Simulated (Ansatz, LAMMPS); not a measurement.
# Structural relaxation of amorphous 76HfO2-24Y2O3 (mol %) (87 atoms), part 2 of 2

Wanted: the relaxed structure of amorphous 76HfO2-24Y2O3 (mol %) (87 atoms) and its electronic structure.

Ansatz 0.2.0; Kohn-Sham DFT, PBE, PAW (set soft_2), plane waves.

The cell: 19 Hf, 12 Y and 56 O. The quench rate of 50 K/ps is orders of magnitude faster than experiment. The network of bonds at the start is that of the classical potential that made the cell. Only the Γ point is sampled in the main run, in a cell whose shortest periodic width is 11 Å. The levels lack spin–orbit coupling.

So far. Step 4 (Cell and atoms relaxed): The relaxation changed the energy by -52.4 meV/atom, and atoms moved by 0.28 Å r.m.s., 1.3 Å at most.

### Step 6. Single point at the relaxed geometry

One more single point at the end of the walk gives the fuller output and checks the residual forces.

input.yaml

```yaml
crystal:
  lattice:
    - [10.53235, 0.00511, -0.19462]
    - [0.00511, 10.61555, -0.04409]
    - [-0.19462, -0.04409, 10.59634]
  atoms:
    - { symbol: Hf, position: [0.06914, 0.6121, 0.73749] }
    - { symbol: Hf, position: [0.07322, 0.58428, 0.07968] }
    - { symbol: Hf, position: [0.03154, 0.26657, 0.59846] }
    - { symbol: Hf, position: [0.02413, 0.92411, 0.2145] }
    [... 77 atom lines left out ...]
    - { symbol: O, position: [0.92558, 0.47508, 0.12361] }
    - { symbol: O, position: [0.44247, 0.6071, 0.57599] }
    - { symbol: O, position: [0.05426, 0.95449, 0.81826] }
    - { symbol: O, position: [0.76709, 0.59128, 0.91809] }
    - { symbol: O, position: [0.51815, 0.16794, 0.05642] }
    - { symbol: O, position: [0.49686, 0.49722, 0.79952] }
kpoints:
  mp_grid: { grid: [1, 1, 1] }
hamiltonian:
  xc: pbe
scf:
  occupations: { method: fermi_dirac, width: 0.025 }
output:
  forces: true
  stress: true
  populations: true
  dos:
    method: { smearing: { sigma: 0.08 } }
    de: 0.05
    projected: { site_lists: { Hf: [Hf], O: [O], "Y": ["Y"] } }
  eigenvalues: true
  write_density: true
  write_potential: true
  volumetric_format: npy
```

Run with:

```bash
> ansatz run input.yaml --threads 4 --pin off --max-ram 8192MiB --backend cpu --events-out ev --progress --plain --runs-dir out
```

Wall time 15 s (4 threads of Intel Xeon 6975P-C (Granite Rapids), shared host); peak memory 2.1 GiB.

The run gave:

```
free energy                                      : -376823.7985 eV
free energy per atom                             : -4331.3080 eV/atom
SCF cycles                                       : 10
pressure                                         : -0.02435 GPa
r.m.s. force component                           : 0.00587 eV/Å
longest force                                    : 0.02213 eV/Å
Fermi energy                                     : 12.64 eV
gap (highest filled to lowest empty level) : 4.073 eV
spilling of the projection                       : 0.002817
```

Löwdin charges by element and coordination (they lack the spilled electrons, 0.031 e an atom on average):

```
element  coordination  atoms  mean charge (e)  spread   least    most
     Hf           all     19             1.41  0.0311    1.33    1.45
     Hf             5      1             1.41       0    1.41    1.41
     Hf             6     15             1.41  0.0321    1.33    1.45
     Hf             7      3             1.41  0.0312    1.36    1.44
      O           all     56           -0.679  0.0214   -0.73  -0.629
      O             2      2           -0.646  0.0166  -0.662  -0.629
      O             3     23           -0.672  0.0184  -0.716  -0.644
      O             4     31           -0.687  0.0195   -0.73  -0.647
      Y           all     12             1.17   0.052    1.09    1.27
      Y             5      1             1.22       0    1.22    1.22
      Y             6      3             1.20   0.053    1.15    1.27
      Y             7      6             1.17  0.0488    1.09    1.23
      Y             8      2             1.12  0.0107    1.11    1.13
```

States in the cell by windows of 1 eV, zero at the Fermi level; the larger projections on atomic orbitals stand beside the total:

```csv
from (eV),to (eV),total,O p,Hf d,Y d,Hf f
-14,-13,0.0,0.0,0.0,0.0,0.0
-13,-12,237.5,0.7,0.1,0.0,236.3
-12,-11,28.5,0.1,0.0,0.0,28.3
-11,-7,0.0,0.0,0.0,0.0,0.0
-7,-6,30.8,21.4,6.0,1.1,0.1
-6,-5,71.5,51.6,12.4,3.6,0.1
-5,-4,77.4,60.9,8.2,4.5,0.2
-4,-3,89.0,77.3,4.7,3.6,0.3
-3,-2,66.7,61.8,1.7,1.4,0.2
-2,-1,0.5,0.5,0.0,0.0,0.0
-1,1,0.0,0.0,0.0,0.0,0.0
1,2,0.6,0.1,0.4,0.1,0.0
2,3,32.0,3.7,18.7,6.3,0.0
3,4,67.6,8.3,36.7,16.5,0.0
4,5,66.4,8.1,26.9,23.7,0.0
```

Between -26 and -14 eV lie 184 more states.

The stored curve holds about 786 of the 962 electrons; the rest, give or take the few that broadening carries across the Fermi level, lie in deeper levels below its range.

The levels nearest the highest filled one (over half full), pooled over k-points and spins:

```
level less the highest filled one (eV)  occupation
                                -0.329           2
                                -0.283           2
                                -0.214           2
                                -0.159           2
                               -0.0805           2
                                     0           2
                                  4.07           0
                                  4.13           0
                                  4.31           0
                                  4.33           0
                                  4.45           0
                                  4.50           0
```

Valence density in the ac plane at fractional y = 0.090, with atoms of Hf and Y and O within 0.2 Å of it. It is the smooth field of the valence electrons, not physical close to the nuclei.

Ten steps, logarithmic in the rise over the least value, from '_' (0 e/Å³) to '@' (28 e/Å³), each cell a mean:
```
**--....::..________________________________________..++####
%%==....____________________________________________--##@@@@
##==..__________________________....____________....--**%%@@
--..________________________..::----::______..::--==----++++
__________________________..::++****==..____::==****==::....
__________________..--==--::--++****==::....::==****==::____
________________..--**%%##==::--==--::......::::----::..____
________________..++%%@@%%++::..........::::::......________
....____________..--**####==..________..::::::..__________..
====::..__________..::----::..________..::--::..________..--
****--..____________..::----::..______..::----::..____..--++
**++--....::--::....::==****==::______..::--::::........--++
--::....--==++++--..::==****==::________......::------::::::
..____..==++++++==::..::----::..____________..--++++++--....
........--++++++--..____......____..........::==++++++==....
----::....::--::..________________::--====--::--==++==::..::
****==::________________________..::++****==::..::::....::==
****==::__________________________::++**++--..__________::==
====::..__________________________..::--::..____________..::
....____________::----::..________________________________..
______________::==++++==::..________________________________
____________..::++++++++--..........________________________
____..........::==++++==::....::::..________________________
::....::::::....::----::..__......____________________..::--
```
Columns run along a (10.5 Å), rows up along c (10.6 Å). Atoms in or near the plane, at fractional coordinates: Hf at (0.96, 0.92), Y at (0.84, 0.40), Y at (0.33, 0.09), Y at (0.21, 0.43), O at (0.65, 0.29), O at (0.02, 0.28), O at (0.43, 0.49), O at (0.55, 0.78), O at (0.01, 0.54), O at (0.83, 0.78).

Electrostatic potential energy in the ac plane at fractional y = 0.090, with atoms of Hf and Y and O within 0.2 Å of it. With pseudopotentials it is smooth inside the atoms' cores, unlike the true potential.

Ten even steps from '_' (-40 eV) to '@' (17 eV), each cell a mean:
```
--**%%@@@@@@@@@@@@%%%%@@@@@@@@@@@@@@@@@@@@@@@@@@@@%%##==::::
::==##@@@@@@@@@@@@@@@@@@@@@@@@@@@@@@@@@@@@@@@@@@@@%%**::::--
::++%%@@@@@@@@@@@@@@@@@@@@@@@@@@@@@@@@@@@@@@@@@@@@%%**--::::
++##@@@@@@@@@@@@@@@@@@@@@@@@@@%%####@@@@@@@@@@@@##**##**====
%%@@@@@@@@@@@@@@@@@@%%%%%%@@%%==..::**@@@@@@@@++....==%%%%%%
@@@@@@@@@@@@@@@@%%##**++++####--__..**@@%%%%%%++....++@@@@@@
@@@@@@@@@@@@@@@@%%++::::::==####****%%%%####%%%%****%%@@@@@@
@@@@@@@@@@@@@@@@##==::::..--**%%@@@@%%##****##%%@@@@@@@@@@@@
@@@@@@@@@@@@@@@@%%++::::::++##@@@@@@%%########%%@@@@@@@@@@@@
++**@@@@@@@@@@@@%%##******##%%@@@@@@@@%%%%%%%%@@@@@@@@@@@@##
__::##@@@@%%%%%%%%%%%%%%####%%@@@@@@@@@@%%**##@@@@@@@@@@%%--
..--##%%##++==++##%%@@++....++@@@@@@@@@@@@%%%%%%%%%%%%%%%%==
##%%@@%%==..____==##%%++....++@@@@@@@@@@@@@@%%##++--==##%%%%
@@@@%%##::______::##%%%%####%%@@%%@@@@@@@@@@##--______--##@@
@@@@@@##--______==##@@@@@@@@@@%%%%%%@@@@@@@@##::______--##@@
####%%%%##++==++##%%@@@@@@@@@@@@@@@@##++++%%%%==....::++%%%%
::::++@@@@%%%%%%@@@@@@@@@@@@@@@@@@%%--__..**%%%%****##%%%%++
....++@@@@@@@@@@@@@@@@@@@@@@@@@@@@@@==::--##@@@@%%%%@@@@@@++
****%%@@@@@@@@@@%%%%%%%%@@@@@@@@@@@@@@%%%%@@@@@@@@@@@@@@@@%%
@@@@@@@@@@@@@@%%**++==**%%@@@@@@@@@@@@@@@@@@@@@@@@@@@@@@@@@@
@@@@@@@@@@@@%%**::____..++%%@@@@@@@@@@@@@@@@@@@@@@@@@@@@@@@@
@@@@@@@@@@@@%%++________==%%@@@@@@@@@@@@@@@@@@@@@@@@@@@@@@@@
%%@@@@@@@@@@%%**::____..**%%@@@@@@@@@@@@@@@@@@@@@@@@@@@@@@%%
##%%@@@@@@@@@@%%**==++**%%@@@@@@@@@@@@@@@@@@@@@@@@@@%%##****
```
Columns run along a (10.5 Å; values clipped at the 3rd and 97th percentile), rows up along c (10.6 Å). Atoms in or near the plane, at fractional coordinates: Hf at (0.96, 0.92), Y at (0.84, 0.40), Y at (0.33, 0.09), Y at (0.21, 0.43), O at (0.65, 0.29), O at (0.02, 0.28), O at (0.43, 0.49), O at (0.55, 0.78), O at (0.01, 0.54), O at (0.83, 0.78).

Mean Löwdin charges: Hf +1.41, O -0.68, Y +1.17 e. The largest share in the top eV of filled states is O p (93 % of the projected weight), and in the lowest eV of empty states Hf d (60 % of the projected weight).

A closer look about Y20, whose charge lies farthest from its element's mean: 11 atoms, nearest first, numbered in the order of the input, with positions taken from that point.

| atom | x | y | z | distance (Å) | bonds | Löwdin charge (e) |
| --- | --- | --- | --- | --- | --- | --- |
| Y20 | 0.00 | 0.00 | 0.00 | 0.00 | 6 | 1.27 |
| O68 | 0.42 | -2.11 | 0.17 | 2.15 | 2 | -0.66 |
| O66 | -0.78 | 1.65 | 1.30 | 2.24 | 3 | -0.64 |
| O84 | 1.61 | 0.30 | 1.64 | 2.32 | 3 | -0.67 |
| O63 | 1.21 | 1.66 | -1.30 | 2.43 | 4 | -0.69 |
| O35 | -1.90 | 1.09 | -1.15 | 2.48 | 4 | -0.73 |
| O70 | -1.70 | -0.99 | 1.87 | 2.71 | 4 | -0.68 |
| Hf8 | 0.65 | 1.80 | 2.73 | 3.33 | 6 | 1.40 |
| O71 | -0.09 | -0.25 | -3.36 | 3.37 | 3 | -0.65 |
| Y21 | -0.57 | 1.94 | -2.80 | 3.45 | 7 | 1.09 |
| Hf10 | -2.16 | 2.69 | 0.18 | 3.46 | 6 | 1.44 |

The column of bonds counts only the pairs O-Hf within 2.83 Å, O-Y within 3.00 Å; other neighbours, such as metal atoms beside each other in a compound, aren't counted, and periodic images can show an atom twice.

### Step 7. K-mesh 2×2×2

A denser mesh tests the sampling of the Brillouin zone.

Edit input.yaml of step 6 so:

```diff
@@ -8,3 +8,3 @@
 kpoints:
-  mp_grid: { grid: [1, 1, 1] }
+  mp_grid: { grid: [2, 2, 2] }
 hamiltonian:
@@ -22,4 +22 @@
   eigenvalues: true
-  write_density: true
-  write_potential: true
-  volumetric_format: npy
```

Wall time 2.5 min (4 threads); peak memory 5.7 GiB.

The program notes that it cut back its work space to fit the memory limit.

Geometry and reference: those of the single point at the relaxed geometry.

Forces differ from those of the single point at the relaxed geometry by 12 meV/Å r.m.s.; the energy by -2.4 meV/atom, the pressure by -0.022 GPa and the gap by -0.019 eV. It took 2.5 min and 10 cycles; the reference's time can't be set against it, since the two runs asked for unlike analyses.

### Step 8. Functional HSE06

HSE06 mixes in a quarter of exact exchange at short range, which counters self-interaction, at a higher cost.

This step: Kohn-Sham DFT, HSE06, PAW (set soft_2), plane waves (Ansatz 0.2.0).

Edit input.yaml of step 7 so:

```diff
@@ -8,5 +8,5 @@
 kpoints:
-  mp_grid: { grid: [2, 2, 2] }
+  mp_grid: { grid: [1, 1, 1] }
 hamiltonian:
-  xc: pbe
+  xc: hse06
 scf:
```

The job ended after 5 min (4 threads; peak memory 5.3 GiB; 19 min of CPU time).

The program notes that the exchange threshold is loose for the stress and the SCF threshold is loose for the stress.

Geometry and reference: those of the single point at the relaxed geometry.

Forces differ from those of the single point at the relaxed geometry by 106 meV/Å r.m.s.; the pressure by -4.1 GPa and the gap by +1.5 eV. It took 5 min and 22 cycles; the reference's time can't be set against it, since the two runs asked for unlike analyses.

Read from the output:

```yaml
free_energy: -376853.7665 eV
free_energy_per_atom: -4331.6525 eV/atom
scf_cycles: 22
pressure: -4.173 GPa
r_m_s_force_component: 0.1071 eV/Å
longest_force: 0.363 eV/Å
fermi_energy: 12.35 eV
spacing_of_highest_filled_and_lowest_empty_level: 5.622 eV
spilling_of_the_projection: 0.003201
```

Length of the force by element and coordination:

| element | coordination | atoms | mean length of the force (eV/Å) | spread | least | most |
| --- | --- | --- | --- | --- | --- | --- |
| Hf | all | 19 | 0.140 | 0.0557 | 0.0542 | 0.240 |
| Hf | 5 | 1 | 0.0723 | 0 | 0.0723 | 0.0723 |
| Hf | 6 | 15 | 0.134 | 0.0526 | 0.0542 | 0.214 |
| Hf | 7 | 3 | 0.193 | 0.036 | 0.153 | 0.240 |
| O | all | 56 | 0.196 | 0.0691 | 0.0602 | 0.363 |
| O | 2 | 2 | 0.297 | 0.0338 | 0.263 | 0.331 |
| O | 3 | 23 | 0.207 | 0.0714 | 0.102 | 0.363 |
| O | 4 | 31 | 0.182 | 0.0619 | 0.0602 | 0.329 |
| Y | all | 12 | 0.0952 | 0.0509 | 0.0416 | 0.238 |
| Y | 5 | 1 | 0.238 | 0 | 0.238 | 0.238 |
| Y | 6 | 3 | 0.104 | 0.0234 | 0.08 | 0.136 |
| Y | 7 | 6 | 0.0722 | 0.0223 | 0.0416 | 0.105 |
| Y | 8 | 2 | 0.0805 | 0.0333 | 0.0472 | 0.114 |

Löwdin charges by element and coordination (they lack the spilled electrons, 0.035 e an atom on average):

| element | coordination | atoms | mean charge (e) | spread | least | most |
| --- | --- | --- | --- | --- | --- | --- |
| Hf | all | 19 | 1.55 | 0.0332 | 1.47 | 1.60 |
| Hf | 5 | 1 | 1.55 | 0 | 1.55 | 1.55 |
| Hf | 6 | 15 | 1.55 | 0.034 | 1.47 | 1.60 |
| Hf | 7 | 3 | 1.55 | 0.0348 | 1.50 | 1.59 |
| O | all | 56 | -0.746 | 0.0211 | -0.796 | -0.697 |
| O | 2 | 2 | -0.714 | 0.0172 | -0.732 | -0.697 |
| O | 3 | 23 | -0.739 | 0.0182 | -0.781 | -0.709 |
| O | 4 | 31 | -0.753 | 0.0198 | -0.796 | -0.712 |
| Y | all | 12 | 1.28 | 0.0546 | 1.20 | 1.39 |
| Y | 5 | 1 | 1.33 | 0 | 1.33 | 1.33 |
| Y | 6 | 3 | 1.31 | 0.0545 | 1.27 | 1.39 |
| Y | 7 | 6 | 1.28 | 0.0523 | 1.20 | 1.35 |
| Y | 8 | 2 | 1.23 | 0.0114 | 1.22 | 1.24 |

Density of states as counts of states in windows of 1 eV (from the Fermi level), total and the larger projections:

```
from (eV)  to (eV)  total   O p  Hf d   Y d
      -10       -9    0.0   0.0   0.0   0.0
       -9       -8    1.3   0.9   0.3   0.0
       -8       -7   32.8  23.3   5.9   1.1
       -7       -6   66.7  49.3  10.8   3.1
       -6       -5   71.4  56.8   7.3   3.8
       -5       -4   82.0  71.1   4.3   3.3
       -4       -3   75.8  70.1   1.9   1.6
       -3       -2    6.1   5.7   0.2   0.1
       -2        2    0.0   0.0   0.0   0.0
        2        3    4.2   0.4   2.0   0.7
        3        4   35.3   3.6  21.2   7.2
        4        5   63.2   6.9  34.3  15.6
```

Between -26 and -10 eV lie 450 more states.

The stored curve holds about 786 of the 962 electrons; the rest, give or take the few that broadening carries across the Fermi level, lie in deeper levels below its range.

The levels nearest the highest filled one (over half full), pooled over k-points and spins:

| level less the highest filled one (eV) | occupation |
| --- | --- |
| -0.339 | 2 |
| -0.313 | 2 |
| -0.224 | 2 |
| -0.161 | 2 |
| -0.0866 | 2 |
| 0 | 2 |
| 5.62 | 0 |
| 5.67 | 0 |
| 5.87 | 0 |
| 5.93 | 0 |
| 6.04 | 0 |
| 6.10 | 0 |

### Step 9. Functional r2SCAN (500 eV)

The meta-GGA r2SCAN uses the kinetic energy density as well as the density and its gradient. Besides, the cutoff goes from 420 to 500 eV.

This step: Kohn-Sham DFT, r2SCAN, PAW (set soft_2), plane waves (Ansatz 0.2.0).

Edit input.yaml of step 8 so:

```diff
@@ -10,3 +10,3 @@
 hamiltonian:
-  xc: hse06
+  xc: r2scan
 scf:
```

It took 31 s on 4 threads; peak memory 3.9 GiB.

Geometry and reference: those of the single point at the relaxed geometry.

Forces differ from those of the single point at the relaxed geometry by 86 meV/Å r.m.s.; the pressure by -3.9 GPa and the gap by +0.47 eV. It took 31 s and 10 cycles; the reference's time can't be set against it, since the two runs asked for unlike analyses.

### Step 10. Functional PBEsol

PBEsol restores the gradient expansion of exchange for slowly varying densities and usually gives shorter bonds in solids than PBE.

This step: Kohn-Sham DFT, PBEsol, PAW (set soft_2), plane waves (Ansatz 0.2.0).

Edit input.yaml of step 9 so:

```diff
@@ -10,3 +10,3 @@
 hamiltonian:
-  xc: r2scan
+  xc: pbesol
 scf:
```

It took 16 s on 4 threads; peak memory 2.1 GiB; 59 s of CPU time.

Geometry and reference: those of the single point at the relaxed geometry.

Forces differ from those of the single point at the relaxed geometry by 75 meV/Å r.m.s.; the pressure by -5.7 GPa and the gap by -0.082 eV.

### Step 11. What each setting buys

Each row is set against the single point at the relaxed geometry (Kohn-Sham DFT, PBE, PAW (set soft_2), plane waves; r.m.s. force component 0.00587 eV/Å). Energies are set beside the reference only for runs with its functional, potentials and electron count. Times are for 4 threads of Intel Xeon 6975P-C (Granite Rapids), shared host. The reference's time includes grids, which some other runs skip.

```csv
run,"Δ force, r.m.s. (meV/Å)",Δ energy (meV/atom),Δ pressure (GPa),Δ gap (eV),cycles,time,host memory (GiB)
reference,-,-,-,-,10,15 s,2.1
k-mesh 2×2×2,12.2,-2.4,-0.0221,-0.0192,10,2.5 min,5.7
functional HSE06,106,-,-4.15,1.55,22,5 min,5.3
functional r2SCAN (500 eV),85.8,-,-3.89,0.473,10,31 s,3.9
functional PBEsol,75.1,-,-5.66,-0.0816,11,16 s,2.1
```

### Step 12. Results

| Quantity | Value |
| --- | --- |
| energy change in the relaxation | -52.41 meV/atom |
| r.m.s. displacement | 0.276 Å |
| largest displacement | 1.324 Å |
| free energy per atom | -4331.3080 eV/atom |
| pressure | -0.02435 GPa |
| r.m.s. force component | 0.00587 eV/Å |
| gap (highest filled to lowest empty level) | 4.073 eV |
| wall time of the 7 DFT runs | 12 min |

In words: Relaxation lowers the energy by 52.4 meV/atom and moves atoms by 0.28 Å r.m.s.; the r.m.s. force component goes from 0.35 to 0.0059 eV/Å. Displacements are taken in the final cell, so they leave out its strain. By the final cutoffs 1 of 185 bonded pairs parted and 13 joined. The cell shrank by 6.8 % in volume. From the first step to the last the energy fell by 4.560 eV, across changes of basis, and the largest move was 1.32 Å (Y29). The O-Hf bonds change most in mean length: from 2.141 Å (spread 0.063) to 2.128 Å (spread 0.106), and their number from 113 to 116. Counting bonds as in the table, 79 % of Hf atoms have 6, 55 % of O atoms have 4 and 50 % of Y atoms have 7 bonded neighbours. The highest filled and lowest empty levels differ by 4.07 eV (at Γ alone); a semilocal functional tends to put such gaps too low. In a disordered cell it changes from sample to sample, and tail or defect levels can set it.

Among the changes of functional, dispersion, potentials or spin set against this reference, functional HSE06 moves the forces most, by 106 meV/Å r.m.s. The gap changes by +1.55 eV with HSE06.

Caveats: The network of bonds at the start is that of the classical potential that made the cell; in DFT 1 of its 185 bonded pairs passed out of the cutoffs and 13 came within them.

[Logs are printed without paths, hosts, clocks, repeated set-up lines and the standing remarks that a program may print on its own settings, such as how far it seeks lower states.]

[Hosts, paths, dates, database ids (printed as entryN), source tags and the programs' standing remarks are cut or masked in the printed files.]
